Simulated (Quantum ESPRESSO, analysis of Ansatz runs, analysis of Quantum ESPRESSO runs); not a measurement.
# Cu on a Zn site in ZnO: charge-transition level against experiment (Quantum ESPRESSO), part 4 of 4

Subject: Cu on a Zn site in ZnO. Wanted: its charge-transition level, in one set-up (QE: PBE, GBRV 1.5 PBE, 72-site cell, PBE lattice, k: the zone centre alone then 2x2x2 shifted, dielectric constants 3.7 and 8.5 (handbook)). The model is a cell of 72 host atoms with 1 Zn taken out and 1 Cu put in. The level is the Fermi energy at which two charge states have equal formation energy, after a correction for the images of the charge. Other potentials or another program check that the number doesn't hang on one set of files.

Quantum ESPRESSO 7.5; QE: PBE, GBRV 1.5 PBE, 72-site cell, PBE lattice, k: the zone centre alone then 2x2x2 shifted, dielectric constants 3.7 and 8.5 (handbook).

So far: Starting point; Relaxation, charge 0; Single point, charge 0; Relaxation, charge −1.

### 5. Single point, charge −1

This step: Quantum ESPRESSO plane-wave DFT, PBE, GBRV 1.5 PBE potentials; single point of a defect supercell.

pw.in

```
&CONTROL
  calculation = 'scf'
  prefix = 'pwscf'
  outdir = './tmp'
  pseudo_dir = './pseudo'
  tprnfor = .true.
  disk_io = 'low'
/
&SYSTEM
  ibrav = 0
  nat = 72
  ntyp = 3
  ecutwfc = 45
  ecutrho = 360
  nbnd = 472
  occupations = 'smearing'
  smearing = 'fd'
  degauss = 0.00073499
  tot_charge = -1
  nosym = .true.
/
&ELECTRONS
  conv_thr = 7d-08
  electron_maxstep = 100
  mixing_beta = 0.5
/
ATOMIC_SPECIES
Zn    65.3800 zn_pbe_v1.uspp.F.UPF
O     15.9990 o_pbe_v1.2.uspp.F.UPF
Cu    63.5460 cu_pbe_v1.2.uspp.F.UPF
CELL_PARAMETERS angstrom
   9.8424224986    0.0000000000    0.0000000000
  -4.9212112493    8.5237879996    0.0000000000
   0.0000000000    0.0000000000   10.5930621374
ATOMIC_POSITIONS crystal
Zn     0.1113368876    0.2224678120    0.2507383645
Zn     0.2212349528    0.1107082570    0.0019041284
[... 3 atom lines left out ...]
Zn     0.2300810634    0.1175024248    0.4991320118
[... 7 atom lines left out ...]
Zn     0.2302186287    0.4462012703    0.4991967753
[... 10 atom lines left out ...]
Zn     0.4465154216    0.2259778118    0.2564558731
[... 2 atom lines left out ...]
O      0.4499263892    0.2270885002    0.4425275944
[... 1 atom line left out ...]
Zn     0.5561058866    0.1135884432    0.4996654568
[... 2 atom lines left out ...]
Zn     0.4470074540    0.5536566241    0.2563518292
[... 2 atom lines left out ...]
O      0.4498453178    0.5559728976    0.4423919237
[... 1 atom line left out ...]
Cu     0.6023804162    0.4678760798    0.5260808417
O      0.5450220033    0.4389899117    0.7007108153
[... 6 atom lines left out ...]
Zn     0.5558591121    0.7756279306    0.4995862482
[... 13 atom lines left out ...]
O      0.7888951857    0.5613403281    0.4272018479
Zn     0.7746611946    0.5543507011    0.7496741122
[... 10 atom lines left out ...]
O      0.7764579942    0.8890681368    0.9385414945
K_POINTS automatic
2 2 2 1 1 1
```

pp_potential.in

```
&INPUTPP
  prefix = 'pwscf'
  outdir = './tmp'
  filplot = 'potential.dat'
  plot_num = 11
/
&PLOT
  nfile = 1
  filepp(1) = 'potential.dat'
  iflag = 3
  output_format = 6
  fileout = 'potential.cube'
/
```

Command:

```console
> OMP_NUM_THREADS=1 mpirun -n 16 pw.x -nk 2 -in pw.in > pw.out
> OMP_NUM_THREADS=1 mpirun -n 16 pp.x -in pp_potential.in > pp_potential.out
```

Log:

```text
[banner, memory and clock lines left out]
          URL

     one sub-group per band group will be used

     bravais-lattice index     =            0
     lattice parameter (alat)  =      18.5995  a.u.
     unit-cell volume          =    5997.2584 (a.u.)^3
     number of atoms/cell      =           72
     number of atomic types    =            3
     number of electrons       =       936.00
     number of Kohn-Sham states=          472
     kinetic-energy cutoff     =      45.0000  Ry
     charge density cutoff     =     360.0000  Ry
     scf convergence threshold =      7.0E-08
     mixing beta               =       0.5000
     number of iterations used =            8  plain     mixing
     Exchange-correlation= SLA  PW   PBE  PBE
                           (   1   4   3   4   0   0   0)

     celldm(1)=  18.599483  celldm(2)=   0.000000  celldm(3)=   0.000000
     celldm(4)=   0.000000  celldm(5)=   0.000000  celldm(6)=   0.000000

     crystal axes: (cart. coord. in units of alat)
               a(1) = (   1.000000   0.000000   0.000000 )
               a(2) = (  -0.500000   0.866025   0.000000 )
               a(3) = (   0.000000   0.000000   1.076266 )

     reciprocal axes: (cart. coord. in units 2 pi/alat)
               b(1) = (  1.000000  0.577350 -0.000000 )
               b(2) = (  0.000000  1.154701  0.000000 )
               b(3) = (  0.000000 -0.000000  0.929139 )

     PseudoPot. # 1 for Zn read from file:
     zn_pbe_v1.uspp.F.UPF
     Pseudo is Ultrasoft, Zval = 20.0
     Generated by new atomic code, or converted to UPF format
     Using radial grid of  943 points,  6 beta functions with:
                l(1) =   0
                l(2) =   0
                l(3) =   1
                l(4) =   1
                l(5) =   2
                l(6) =   2
     Q(r) pseudized with  8 coefficients,  rinner =    1.100   1.100   1.100
                                                       1.100   1.100

     PseudoPot. # 2 for O  read from file:
     o_pbe_v1.2.uspp.F.UPF
     Pseudo is Ultrasoft + core correction, Zval =  6.0
     Generated by new atomic code, or converted to UPF format
     Using radial grid of  737 points,  5 beta functions with:
                l(1) =   0
                l(2) =   0
                l(3) =   1
                l(4) =   1
                l(5) =   2
     Q(r) pseudized with  8 coefficients,  rinner =    0.900   0.900   0.900
                                                       0.900   0.900

     PseudoPot. # 3 for Cu read from file:
     cu_pbe_v1.2.uspp.F.UPF
     Pseudo is Ultrasoft + core correction, Zval = 19.0
     Generated by new atomic code, or converted to UPF format
     Using radial grid of  867 points,  6 beta functions with:
                l(1) =   0
                l(2) =   0
                l(3) =   1
                l(4) =   1
                l(5) =   2
                l(6) =   2
     Q(r) pseudized with  8 coefficients,  rinner =    1.150   1.150   1.150
                                                       1.150   1.150

     atomic species   valence    mass     pseudopotential
     Zn               20.00    65.38000     Zn( 1.00)
     O                 6.00    15.99900     O ( 1.00)
     Cu               19.00    63.54600     Cu( 1.00)

     No symmetry found

   Cartesian axes

     site n.     atom                  positions (alat units)
         1        Zn     tau(   1) = (   0.0001030   0.1926628   0.2698611  )
         2        Zn     tau(   2) = (   0.1658808   0.0958762   0.0020493  )
         3        O      tau(   3) = (   0.1674030   0.0970862   0.2048597  )
         4        O      tau(   4) = (   0.0007896   0.1930866   0.4730271  )
         5        Zn     tau(   5) = (  -0.0007877   0.1920801   0.8073491  )
         6        Zn     tau(   6) = (   0.1713299   0.1017601   0.5371987  )
         7        O      tau(   7) = (   0.1637825   0.0939225   0.7412461  )
         8        O      tau(   8) = (  -0.0005166   0.1924025   1.0114252  )
         9        Zn     tau(   9) = (  -0.1657215   0.4806522   0.2698838  )
        10        Zn     tau(  10) = (  -0.0005659   0.3848844   0.0020222  )
        11        O      tau(  11) = (   0.0013308   0.3853373   0.2048640  )
        12        O      tau(  12) = (  -0.1648343   0.4805749   0.4734357  )
        13        Zn     tau(  13) = (  -0.1684523   0.4808096   0.8060278  )
        14        Zn     tau(  14) = (   0.0071180   0.3864216   0.5372684  )
        15        O      tau(  15) = (  -0.0032047   0.3838582   0.7412525  )
        16        O      tau(  16) = (  -0.1668287   0.4813428   1.0101048  )
        17        Zn     tau(  17) = (  -0.3334726   0.7708619   0.2701217  )
        18        Zn     tau(  18) = (  -0.1674903   0.6735551   0.0009364  )
        19        O      tau(  19) = (  -0.1671637   0.6734664   0.2044801  )
        20        O      tau(  20) = (  -0.3328732   0.7715420   0.4735571  )
[...]
38        Cu     tau(  38) = (   0.3684424   0.4051926   0.5662028  )
[...]
62        Zn     tau(  62) = (   0.6683664   0.3846406   0.5363457  )
[...]
64        O      tau(  64) = (   0.4990341   0.4810427   1.0098964  )
[...]
estimated scf accuracy    <       0.02950210 Ry

     iteration # 11     ecut=    45.00 Ry     beta= 0.50
     Davidson diagonalization with overlap
     ethr =  8.82E-07,  avg # of iterations =  6.0

     total energy              =  -17722.32469662 Ry
     estimated scf accuracy    <       0.00025317 Ry

     iteration # 12     ecut=    45.00 Ry     beta= 0.50
     Davidson diagonalization with overlap
     ethr =  2.70E-08,  avg # of iterations =  4.5

     total energy              =  -17722.32469684 Ry
     estimated scf accuracy    <       0.00012723 Ry

     iteration # 13     ecut=    45.00 Ry     beta= 0.50
     Davidson diagonalization with overlap
     ethr =  1.36E-08,  avg # of iterations =  7.0

     total energy              =  -17722.32471001 Ry
     estimated scf accuracy    <       0.00013354 Ry

     iteration # 14     ecut=    45.00 Ry     beta= 0.50
     Davidson diagonalization with overlap
     ethr =  1.36E-08,  avg # of iterations =  6.0

     total energy              =  -17722.32472073 Ry
     estimated scf accuracy    <       0.00001172 Ry

     iteration # 15     ecut=    45.00 Ry     beta= 0.50
     Davidson diagonalization with overlap
     ethr =  1.25E-09,  avg # of iterations =  3.2

     total energy              =  -17722.32472182 Ry
     estimated scf accuracy    <       0.00000045 Ry

     iteration # 16     ecut=    45.00 Ry     beta= 0.50
     Davidson diagonalization with overlap
     ethr =  4.77E-11,  avg # of iterations =  4.8

     End of self-consistent calculation

          k = 0.2500 0.4330 0.2323 ( 30589 PWs)   bands (ev):

  -115.3398-115.3311-115.3094-115.3060-115.2984-115.2966-115.2937-115.2917
  -115.2870-115.2861-115.2788-115.2771-115.2751-115.2702-115.2698-115.2686
  -115.2595-115.2574-115.2540-115.2530-115.2521-115.2287-115.2170-115.2107
  -115.1627-115.1609-115.1444-115.1437-115.1192-115.1028-115.1027-115.0655
  -115.0620-115.0531-115.0499-101.2656 -69.5364 -69.5360 -69.5333 -69.5277
   -69.5264 -69.5255 -69.5081 -69.5048 -69.5044 -69.5024 -69.5009 -69.4993
   -69.4977 -69.4959 -69.4935 -69.4919 -69.4917 -69.4904 -69.4902 -69.4893
   -69.4885 -69.4868 -69.4864 -69.4860 -69.4852 -69.4844 -69.4818 -69.4805
   -69.4798 -69.4793 -69.4772 -69.4758 -69.4740 -69.4731 -69.4723 -69.4719
   -69.4719 -69.4698 -69.4684 -69.4674 -69.4669 -69.4668 -69.4656 -69.4643
   -69.4642 -69.4631 -69.4629 -69.4619 -69.4577 -69.4543 -69.4534 -69.4532
   -69.4531 -69.4527 -69.4523 -69.4522 -69.4520 -69.4486 -69.4483 -69.4468
   -69.4464 -69.4459 -69.4390 -69.4287 -69.4227 -69.4222 -69.4188 -69.4108
   -69.4090 -69.4088 -69.4064 -69.4021 -69.3653 -69.3630 -69.3580 -69.3564
   -69.3502 -69.3490 -69.3475 -69.3467 -69.3386 -69.3379 -69.3352 -69.3346
[...]
k = 0.2500 0.4330-0.2323 ( 30589 PWs)   bands (ev):

  -115.3398-115.3311-115.3094-115.3060-115.2984-115.2966-115.2937-115.2917
  -115.2870-115.2861-115.2788-115.2771-115.2751-115.2702-115.2698-115.2686
  -115.2595-115.2574-115.2540-115.2530-115.2521-115.2287-115.2170-115.2107
  -115.1627-115.1609-115.1444-115.1437-115.1192-115.1028-115.1027-115.0655
  -115.0620-115.0531-115.0499-101.2656 -69.5364 -69.5360 -69.5333 -69.5277
[...]
k = 0.2500-0.1443 0.2323 ( 30564 PWs)   bands (ev):

  -115.3398-115.3311-115.3094-115.3060-115.2984-115.2966-115.2937-115.2917
  -115.2870-115.2861-115.2788-115.2771-115.2751-115.2702-115.2698-115.2686
  -115.2595-115.2574-115.2540-115.2530-115.2521-115.2287-115.2170-115.2107
  -115.1627-115.1609-115.1444-115.1437-115.1192-115.1028-115.1027-115.0655
  -115.0620-115.0531-115.0499-101.2656 -69.5364 -69.5360 -69.5333 -69.5277
[...]
k = 0.2500-0.1443-0.2323 ( 30564 PWs)   bands (ev):

  -115.3398-115.3311-115.3094-115.3060-115.2984-115.2966-115.2937-115.2917
  -115.2870-115.2861-115.2788-115.2771-115.2751-115.2702-115.2698-115.2686
  -115.2595-115.2574-115.2540-115.2530-115.2521-115.2287-115.2170-115.2107
  -115.1627-115.1609-115.1444-115.1437-115.1192-115.1028-115.1027-115.0655
  -115.0620-115.0531-115.0499-101.2656 -69.5364 -69.5360 -69.5333 -69.5277
[...]
7.0606   7.0847   7.1021   7.1291   7.1616   7.1778   7.1934   7.2101
     7.2244   7.2477   7.2550   7.2736   7.3064   7.3287   7.3507   7.3700
     7.4023   7.4361   7.4629   7.4905   7.4990   7.5212   7.5405   7.5808
     7.6023   7.6655   7.7430   7.7852   7.8649   7.9989   8.0629   8.8249
     8.9400   9.2502   9.3136   9.5007   9.8842  11.0825  11.4837  12.0739

     the Fermi energy is     9.6910 ev

!    total energy              =  -17722.32472186 Ry
     estimated scf accuracy    <       0.00000003 Ry
     smearing contrib. (-TS)   =      -0.00000000 Ry
     internal energy E=F+TS    =  -17722.32472186 Ry

     The total energy is F=E-TS. E is the sum of the following terms:
     one-electron contribution =  -14639.18631452 Ry
     hartree contribution      =    7696.60609401 Ry
     xc contribution           =   -1782.45072066 Ry
     ewald contribution        =   -8997.29378069 Ry

     convergence has been achieved in  16 iterations

     Forces acting on atoms (cartesian axes, Ry/au):

     atom    1 type  1   force =     0.00110088    0.00073179    0.00049680
     atom    2 type  1   force =     0.00104396    0.00051419   -0.00041595
     atom    3 type  2   force =    -0.00109240   -0.00001415   -0.00094362
     atom    4 type  2   force =    -0.00162989   -0.00124842    0.00059134
     atom    5 type  1   force =     0.00105535    0.00098047   -0.00187551
     atom    6 type  1   force =     0.00422980    0.00102293   -0.00318438
     atom    7 type  2   force =    -0.00152801   -0.00152671    0.00323947
     atom    8 type  2   force =    -0.00092149   -0.00030299    0.00065008
     atom    9 type  1   force =    -0.00091840   -0.00024872    0.00191503
     atom   10 type  1   force =     0.00073125    0.00065272   -0.00049182
[...]
atom   68 type  2   force =     0.00035498    0.00329923    0.00023044
     atom   69 type  1   force =     0.00040354   -0.00215439   -0.00215661
     atom   70 type  1   force =    -0.00156601   -0.00907844   -0.00248973
     atom   71 type  2   force =     0.00161822    0.00453716    0.00387660
     atom   72 type  2   force =    -0.00053741    0.00121583    0.00112639

     Total force =     0.043729     Total SCF correction =     0.000904
```

Run time: 8.4 min. Hardware: 16 MPI ranks of Arm Neoverse V2, shared host; peak memory 7 GiB.

### 6. Charge-transition levels

Analysis of the runs above: levels from Quantum ESPRESSO plane-wave DFT, PBE, GBRV 1.5 PBE potentials energies with an image-charge correction aligned at atomic sites (own code after Kumagai and Oba).

It gives:

| Property | Result |
| --- | --- |
| gap | 0.7593 eV |

### 7. Results

```yaml
static_dielectric_constant_used: 8.5
band_gap_of_the_host: 0.76 eV
0_minus_1_level_above_the_valence_band_top: 1.34 eV
```

In words: (0/-1) level above the valence-band top: computed 1.34 eV, measured 3.2 eV; 1.86 eV below the measurement. The computed level lies at or beyond a band edge, so this set-up gives no level clear of the bands. The level is counted in a gap of 0.76 eV, and the correction is screened by a dielectric constant of 8.5 from a handbook. Levels hang on the band edges, which semilocal functionals place too close together.

[Logs are printed without paths, hosts, clocks, repeated set-up lines and the standing remarks that a program may print on its own settings, such as how far it seeks lower states.]

[Hosts, paths, dates, database ids (printed as entryN), source tags and the programs' standing remarks are cut or masked in the printed files.]

[For some hosts the program warned that the k-mesh of the response run may be too coarse for force constants and the static dielectric constant; such warnings are not shown here.]
